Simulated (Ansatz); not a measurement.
# BaPbO3 (Pm-3m): a soft mode frozen in, part 2 of 3

Wanted: the energy along a soft mode of BaPbO3 (Pm-3m) and the structure at the end.

Ansatz 0.2.0; DFT PBEsol, scalar-relativistic, plane waves, PAW; PAW set soft_1.

So far, highest frequency on the path or at a solved wavevector (cm⁻¹): step 2 (phonons on a q mesh) 660. Also lowest frequency on the path (cm⁻¹): step 2 -163.

### 4. The mode frozen in, largest atomic shift 0.45 Å

The atoms are moved along the unstable eigenvector, the largest shift by 0.45 Å, with the cell fixed.

The input, input.yaml:

```yaml
crystal:
  lattice:
    - [-4.2810684894, 0.0, 0.0]
    - [0.0, -4.2810684894, -4.2810684894]
    - [0.0, -4.2810684894, 4.2810684894]
  atoms:
    - { symbol: Ba, position: [0.5, 0.0, 0.5] }
    - { symbol: Ba, position: [0.5, 0.5, 0.0] }
    - { symbol: Pb, position: [1.0, 1.0, 0.0] }
    - { symbol: Pb, position: [1.0, 0.5, 0.5] }
    - { symbol: O, position: [1.0, 0.1974430272, 0.3025569728] }
    - { symbol: O, position: [1.0, 0.8025569728, 0.6974430272] }
    - { symbol: O, position: [1.0, 0.6974430272, 0.1974430272] }
    - { symbol: O, position: [1.0, 0.3025569728, 0.8025569728] }
    - { symbol: O, position: [0.5, 1.0, 0.0] }
    - { symbol: O, position: [0.5, 0.5, 0.5] }
kpoints:
  mp_grid: { grid: [8, 6, 6] }
hamiltonian:
  xc: pbesol
  pseudopotentials: { kind: paw, azcp: { folder: soft_1 }, xc_functional: pbe }
scf:
  occupations: { method: methfessel_paxton, width: 0.2 }
output:
  forces: true
  stress: true
  eigenvalues: true
```

The run is started by

```bash
> ansatz run input.yaml --threads 4 --pin off --max-ram 10240MiB --backend cpu --events-out ev --progress --plain --runs-dir out
```

Numbers of over 12 decimals in the logs are rounded to 6 here.

Log:

```text
[...]
Crystal: 10 atoms, lattice volume = 156.923 Å³
Basis set: ecut = 420 eV, 3067 PW (Γ), exchange–correlation on 60×90×90 points (8 copies of the dense FFT grid, shifted against one another)
Bands: 52, of which v1, the nominal top of the filled ones, is band 42 counted from 1 (41 counted from 0)
Symmetry: 16 space group operations
[...]
k-points: 50 of 288
[...]
k-point 0: bands = [... 38 lower, 8.5730, 8.5730, 8.5916, 8.7344, 8.9996, 13.4856, 13.8500, 14.6976, ... 6 higher]
  k-point 1: bands = [... 38 lower, 8.3487, 8.5674, 8.5740, 8.6284, 9.2955, 13.0290, 14.0489, 14.8967, ... 6 higher]
  k-point 2: bands = [... 38 lower, 8.3203, 8.4899, 8.4975, 8.5846, 9.9269, 12.0262, 14.6039, 15.3114, ... 6 higher]
  k-point 49: bands = [... 38 lower, 8.8034, 8.8034, 8.8992, 8.8992, 13.7554, 13.7554, 15.6757, 15.6757, ... 6 higher]
[key lines of the parts left out:]
SCF converged after 9 iterations
Free energy (F): -38607.152132 eV
Fermi energy:    8.973054 eV
P = ⅓ Tr σ = 0.0835 GPa (0.835 kbar)
```

The job ended after 8.4 s (4 threads of Arm Neoverse V2, shared host; peak memory 0.66 GiB; 33 s of CPU time).

This step gave:

```yaml
pressure: 0.08346 GPa
energy_from_the_undistorted_cell: -15.74 meV/atom
```

The energy, extrapolated to zero smearing, is -15.74 meV/atom against the undistorted cell.

The run ends at a pressure of 0.08 GPa, with forces up to 0.13 eV/Å.

### 5. Energy along the mode, all amplitudes (two of the runs are shown above)

An imaginary frequency means negative curvature, so the energy should fall and then rise again as anharmonic terms take over.

This step gave:

```yaml
depth_at_the_lowest_point_sampled: 15.74 meV/atom
largest_atomic_shift_at_that_point: 0.45 Å
```

Energy from the parent against largest atomic shift:

```tsv
largest atomic shift (Å)	energy from the parent (meV/atom)
0.000	0
0.040	-0.417
0.080	-1.61
0.140	-4.52
0.220	-9.57
0.320	-15.3
0.450	-15.7
0.600	5.81
```

Displacement at unit largest shift by atom:

```tsv
atom	x (Å)	y (Å)	z (Å)	size
Ba1	0.00	0.00	0.00	0.00
Ba2	0.00	0.00	0.00	0.00
Pb3	0.00	0.00	0.00	0.00
Pb4	0.00	0.00	0.00	0.00
O5	0.00	0.00	1.00	1.00
O6	0.00	0.00	-1.00	1.00
O7	0.00	1.00	0.00	1.00
O8	0.00	-1.00	0.00	1.00
O9	0.00	0.00	0.00	0.00
O10	0.00	0.00	0.00	0.00
```

The lowest of the steps tried is at 0.45 Å, 15.7 meV/atom below the parent; the bottom of the well need not coincide with a step.

### 6. Relaxing from the distorted cell

Starting from the lowest point found, all atoms and the cell are let go, so that strain and other modes of the same symmetry can join in.

input.yaml, as its differences from that of step 4:

```diff
@@ -27 +27,6 @@
   eigenvalues: true
+relax:
+  adjacent_minimum: "off"
+  f_tol: 0.002
+  max_steps: 120
+  cell: { stress_tol: 0.03 }
```

Log:

```text
[...]
Crystal: 10 atoms, lattice volume = 156.923 Å³
Basis set: ecut = 420 eV, 3067 PW (Γ), exchange–correlation on 60×90×90 points (8 copies of the dense FFT grid, shifted against one another)
Bands: 52, of which v1, the nominal top of the filled ones, is band 42 counted from 1 (41 counted from 0)
Symmetry: 16 space group operations
[...]
k-points: 50 of 288
[...]
SCF iter   1: F=—  HF=-38610.586975 eV  |F-HF|=—  |Δ(HF+E_count)|=         —  Δρ=5.91e-2  dr2=8.57e0  ethr=3.10e-3  ⟨swp⟩=15.4  Hψ=16159  notcnv=0
[...]
SCF iter   9: F=-38607.152132 eV  HF=-38607.152132 eV  |F-HF|=1.65e-9  |Δ(HF+E_count)|=   9.12e-8  S|Δr|=    0.00e0  Δρ=2.88e-6  dr2=1.06e-8  ethr=1.19e-10  ⟨swp⟩=20.1  Hψ=17966  notcnv=0
SCF 1 converged in 9 iterations: F = -38607.152132 eV  dr2 = 1.06e-8
[...]
relax step   1: F+E_penalty+E_count = -38607.15213181 eV  Δ(F+E_penalty+E_count) = +0.000e0 eV  max|allowed force component| = 1.283e-1 eV/Å  Δτ_max = 0.0000 Å  P = +0.083 GPa  Ω = 156.923 Å³  (9 SCF iters, dr2 threshold 1.00e-7 eV, accepted)
Crystal: 10 atoms, lattice volume = 157.105 Å³
Basis set: ecut = 420 eV, 3059 PW (Γ), exchange–correlation on 60×90×90 points (8 copies of the dense FFT grid, shifted against one another)
[...]
SCF iter   6: F=-38607.194986 eV  HF=-38607.194986 eV  |F-HF|=4.76e-8  |Δ(HF+E_count)|=   9.19e-7  S|Δr|=    0.00e0  Δρ=1.36e-5  dr2=4.28e-7  ethr=1.19e-9  ⟨swp⟩=10.9  Hψ=13374  notcnv=0
SCF 2 converged in 6 iterations: F = -38607.194986 eV  dr2 = 4.28e-7
[...]
relax step   2: F+E_penalty+E_count = -38607.19498583 eV  Δ(F+E_penalty+E_count) = -4.285e-2 eV  max|allowed force component| = 1.192e-2 eV/Å  Δτ_max = 0.0232 Å  P = -0.293 GPa  Ω = 157.105 Å³  energy of the carried Pulay correction = -3.801e-4 eV  (6 SCF iters, dr2 threshold 1.00e-6 eV, accepted)
Crystal: 10 atoms, lattice volume = 156.008 Å³
Basis set: ecut = 420 eV, 3051 PW (Γ), exchange–correlation on 60×90×90 points (8 copies of the dense FFT grid, shifted against one another)
[...]
SCF iter   5: F=-38607.200454 eV  HF=-38607.200454 eV  |F-HF|=8.52e-8  |Δ(HF+E_count)|=   6.76e-7  S|Δr|=    0.00e0  Δρ=1.66e-5  dr2=7.06e-7  ethr=1.19e-9  ⟨swp⟩=9.2  Hψ=15166  notcnv=0
SCF 3 converged in 5 iterations: F = -38607.200454 eV  dr2 = 7.06e-7
relax step   3: F+E_penalty+E_count = -38607.20045423 eV  Δ(F+E_penalty+E_count) = -5.468e-3 eV  max|allowed force component| = 9.968e-3 eV/Å  Δτ_max = 0.0039 Å  P = +0.453 GPa  Ω = 156.008 Å³  energy of the carried Pulay correction = +1.920e-3 eV  (5 SCF iters, dr2 threshold 1.00e-6 eV, accepted)
[...]
relax step   4: F+E_penalty+E_count = -38607.19945372 eV  Δ(F+E_penalty+E_count) = +1.001e-3 eV  max|allowed force component| = 1.790e-2 eV/Å  Δτ_max = 0.0145 Å  P = -0.119 GPa  Ω = 156.744 Å³  energy of the carried Pulay correction = +3.758e-4 eV  (5 SCF iters, dr2 threshold 5.24e-7 eV, accepted)
[...]
relax step   5: F+E_penalty+E_count = -38607.20014918 eV  Δ(F+E_penalty+E_count) = -6.955e-4 eV  max|allowed force component| = 1.181e-3 eV/Å  Δτ_max = 0.0089 Å  P = +0.003 GPa  Ω = 156.597 Å³  energy of the carried Pulay correction = +6.833e-4 eV  (6 SCF iters, dr2 threshold 3.59e-8 eV, accepted)
[...]
relax step   6: F+E_penalty+E_count = -38607.20094560 eV  Δ(F+E_penalty+E_count) = -7.964e-4 eV  max|allowed force component| = 1.243e-3 eV/Å  Δτ_max = 0.0000 Å  P = +0.012 GPa  Ω = 156.597 Å³  stress off target by 1.15e-1 GPa  SCF on the basis re-selected at this cell (its energy is not comparable with the rows above)  (7 SCF iters)
[...]
relax step   7: F+E_penalty+E_count = -38607.20097884 eV  Δ(F+E_penalty+E_count) = -3.325e-5 eV  max|allowed force component| = 1.562e-4 eV/Å  Δτ_max = 0.0011 Å  P = +0.004 GPa  Ω = 156.599 Å³  energy of the carried Pulay correction = -1.860e-5 eV  (5 SCF iters, dr2 threshold 3.32e-8 eV, accepted)
[...]
SCF iter   7: F=-38607.201068 eV  HF=-38607.201068 eV  |F-HF|=0.00e0  |Δ(HF+E_count)|=    0.00e0  S|Δr|=    0.00e0  Δρ=9.22e-8  dr2=8.01e-12  ethr=1.00e-12  ⟨swp⟩=10.0  Hψ=12024  notcnv=0
SCF 8 converged in 7 iterations: F = -38607.201068 eV  dr2 = 8.01e-12
relax step   8: F+E_penalty+E_count = -38607.20106828 eV  Δ(F+E_penalty+E_count) = -8.944e-5 eV  max|allowed force component| = 1.501e-4 eV/Å  Δτ_max = 0.0000 Å  P = +0.004 GPa  Ω = 156.599 Å³  stress off target by 1.11e-2 GPa  SCF on the basis re-selected at this cell (its energy is not comparable with the rows above)  (7 SCF iters)
[...]
SCF converged after 7 iterations
[...]
Free energy (F): -38607.201068 eV
[...]
Internal energy: -38607.230726 eV  (E = F + TS)
E sigma→0 (E₀):  -38607.208483 eV
Entropy (-TS):   0.029658 eV (2.966 meV/atom)
Fermi energy:    9.000004 eV
[...]
--- Forces (eV/Å), atoms counted from 1 ---
  atom   1  Ba     0.00000000     0.00000000     0.00000000
  atom   2  Ba    -0.00000000     0.00000000     0.00000000
  atom   3  Pb     0.00000000    -0.00000000    -0.00000000
  atom   4  Pb    -0.00000000     0.00000000    -0.00000000
  atom   5  O     -0.00000000    -0.00000000    -0.00015010
  atom   6  O      0.00000000     0.00000000     0.00015010
  atom   7  O      0.00000000    -0.00015010    -0.00000000
  atom   8  O     -0.00000000     0.00015010     0.00000000
  atom   9  O      0.00000000     0.00000000    -0.00000000
  atom  10  O     -0.00000000    -0.00000000     0.00000000
  max |Σ_I F_I| component: 1.52e-18 eV/Å
--- Stress (GPa, compression-positive) ---
        0.011068       0.000000      -0.000000
        0.000000       0.000959       0.000000
       -0.000000       0.000000       0.000959
  P = ⅓ Tr σ = 0.0043 GPa (0.043 kbar)
--- Band table (eV; the first three rows and the last of 50) ---
  k-point 0: bands = [... 38 lower, 8.5837, 8.6106, 8.6106, 8.8307, 9.0665, 13.7099, 13.7759, 14.7579, ... 6 higher]
  k-point 1: bands = [... 38 lower, 8.4131, 8.5585, 8.6085, 8.7149, 9.3540, 13.2349, 13.9852, 14.9710, ... 6 higher]
  k-point 2: bands = [... 38 lower, 8.3616, 8.4828, 8.5785, 8.6233, 10.0057, 12.1932, 14.5698, 15.4058, ... 6 higher]
  k-point 49: bands = [... 38 lower, 8.8326, 8.8326, 8.9480, 8.9480, 13.7536, 13.7536, 15.7182, 15.7182, ... 6 higher]
--- Relaxed structure (6 steps of the walk, 6 accepted, 2 SCFs on fresh bases) ---
  F+E_penalty+E_count = -38607.20106828 eV   max|allowed force component| = 1.501e-4 eV/Å   (the final SCF, on the basis selected at the relaxed cell)
  cell:  # Å, volume = 156.5988 Å³
    - [-4.360617, 0, 0]
    - [0, -4.237457, -4.237457]
    - [0, -4.237457, 4.237457]
  atoms:
    - { symbol: Ba, position: [0.5, 0.0, 0.5] }
    - { symbol: Ba, position: [0.5, 0.5, 0.0] }
    - { symbol: Pb, position: [1.0, 1.0, 0.0] }
    - { symbol: Pb, position: [1.0, 0.5, 0.5] }
    - { symbol: O, position: [1.0, 0.198910, 0.301090] }
    - { symbol: O, position: [1.0, 0.801090, 0.698910] }
    - { symbol: O, position: [1.0, 0.698910, 0.198910] }
    - { symbol: O, position: [1.0, 0.301090, 0.801090] }
    - { symbol: O, position: [0.5, 1.0, 0.0] }
    - { symbol: O, position: [0.5, 0.5, 0.5] }
```

The job ended after 56 s (4 threads; peak memory 0.69 GiB; 3.6 min of CPU time).

Step by step:

```tsv
step	energy less that of the first step (eV)	largest force component (eV/Å)	pressure (GPa)	volume (Å³)
1	0.0000	0.1283	0.08	156.92
2	-0.0429	0.0119	-0.29	157.10
3	-0.0483	0.0100	0.45	156.01
4	-0.0473	0.0179	-0.12	156.74
5	-0.0480	0.0012	0.00	156.60
6*	-0.0488	0.0012	0.01	156.60
7	-0.0488	0.0002	0.00	156.60
8*	-0.0489	0.0001	0.00	156.60
```

Relaxation steps marked * repeat the geometry before them on a plane-wave basis chosen anew for their cell, so energy and pressure can jump there.

The run keeps the 16 symmetry operations that it works with, so distortions that break them were not tested.

```tsv
cell as run	before	after	change
a (Å)	4.281	4.361	+1.9 %
b (Å)	6.054	5.993	-1.0 %
c (Å)	6.054	5.993	-1.0 %
volume (Å³/atom)	15.69	15.66	-0.2 %
```

The atoms that moved most (Å, as changes of fractional coordinates times the final cell):

```tsv
atom	dx	dy	dz	length
O7	0.000	-0.012	0.000	0.012
O8	0.000	0.012	0.000	0.012
O5	0.000	0.000	-0.012	0.012
O6	0.000	0.000	0.012	0.012
```

Numbers from this step:

```
pressure        : 0.004328 GPa
volume per atom : 15.66 Å³
```

The distorted start has space group P4/mbm; the relaxation ends in P4/mbm.

### 7. The new phase in its own primitive cell

The relaxed structure is symmetrised, reduced to its primitive cell and relaxed tightly, as its phonons need.

input.yaml, the sections that differ from step 6:

```yaml
crystal:
  lattice:
    - [5.9926685114, 0.0, 0.0]
    - [0.0, 5.9926685114, 0.0]
    - [0.0, 0.0, 4.3606172888]
  atoms:
    - { symbol: Ba, position: [0.0, 0.5, 0.5] }
    - { symbol: Ba, position: [0.5, 0.0, 0.5] }
    - { symbol: Pb, position: [0.0, 0.0, 0.0] }
    - { symbol: Pb, position: [0.5, 0.5, 0.0] }
    - { symbol: O, position: [0.1989103275, 0.3010896725, 0.0] }
    - { symbol: O, position: [0.8010896725, 0.6989103275, 0.0] }
    - { symbol: O, position: [0.6989103275, 0.1989103275, 0.0] }
    - { symbol: O, position: [0.3010896725, 0.8010896725, 0.0] }
    - { symbol: O, position: [0.0, 0.0, 0.5] }
    - { symbol: O, position: [0.5, 0.5, 0.5] }
kpoints:
  mp_grid: { grid: [6, 6, 8] }
relax:
  adjacent_minimum: "off"
  f_tol: 0.001
  max_steps: 60
  cell: { stress_tol: 0.01 }
# hamiltonian, scf, output: as in step 6
```

Log:

```text
[...]
Crystal: 10 atoms, lattice volume = 156.599 Å³
Basis set: ecut = 420 eV, 3075 PW (Γ), exchange–correlation on 90×90×60 points (8 copies of the dense FFT grid, shifted against one another)
Bands: 52, of which v1, the nominal top of the filled ones, is band 42 counted from 1 (41 counted from 0)
Symmetry: 16 space group operations
[...]
k-points: 50 of 288
[...]
atoms:
    - { symbol: Ba, position: [0, 0.5, 0.5] }
    - { symbol: Ba, position: [0.5, 0, 0.5] }
    - { symbol: Pb, position: [0, 0, 0.0] }
    - { symbol: Pb, position: [0.5, 0.5, 0.0] }
    - { symbol: O, position: [0.198916, 0.301084, 0.0] }
    - { symbol: O, position: [0.801084, 0.698916, 0.0] }
    - { symbol: O, position: [0.698916, 0.198916, 0.0] }
    - { symbol: O, position: [0.301084, 0.801084, 0.0] }
    - { symbol: O, position: [0, 0.0, 0.5] }
    - { symbol: O, position: [0.5, 0.5, 0.5] }
[key lines of the parts left out:]
SCF converged after 7 iterations
Free energy (F): -38607.201064 eV
Fermi energy:    8.999151 eV
P = ⅓ Tr σ = -0.0028 GPa (-0.028 kbar)
```

Elapsed: 25 s, on 4 threads; peak memory 0.7 GiB; 96 s of CPU time.

Little changed from the start: no atom moved by 0.005 Å and no cell edge by 0.1 %.

This step gave:

```yaml
pressure: -0.002757 GPa
```

The largest force component left is 0.070 meV/Å and the pressure is -0.003 GPa, within the tolerances set. The cell now holds 15.66 Å³/atom.

(Continued in part 3 of 3.)

[Logs are printed without paths, hosts, clocks, repeated set-up lines and the standing remarks that a program may print on its own settings, such as how far it seeks lower states.]

[Hosts, paths, dates, database ids (printed as entryN), source tags and the programs' standing remarks are cut or masked in the printed files.]
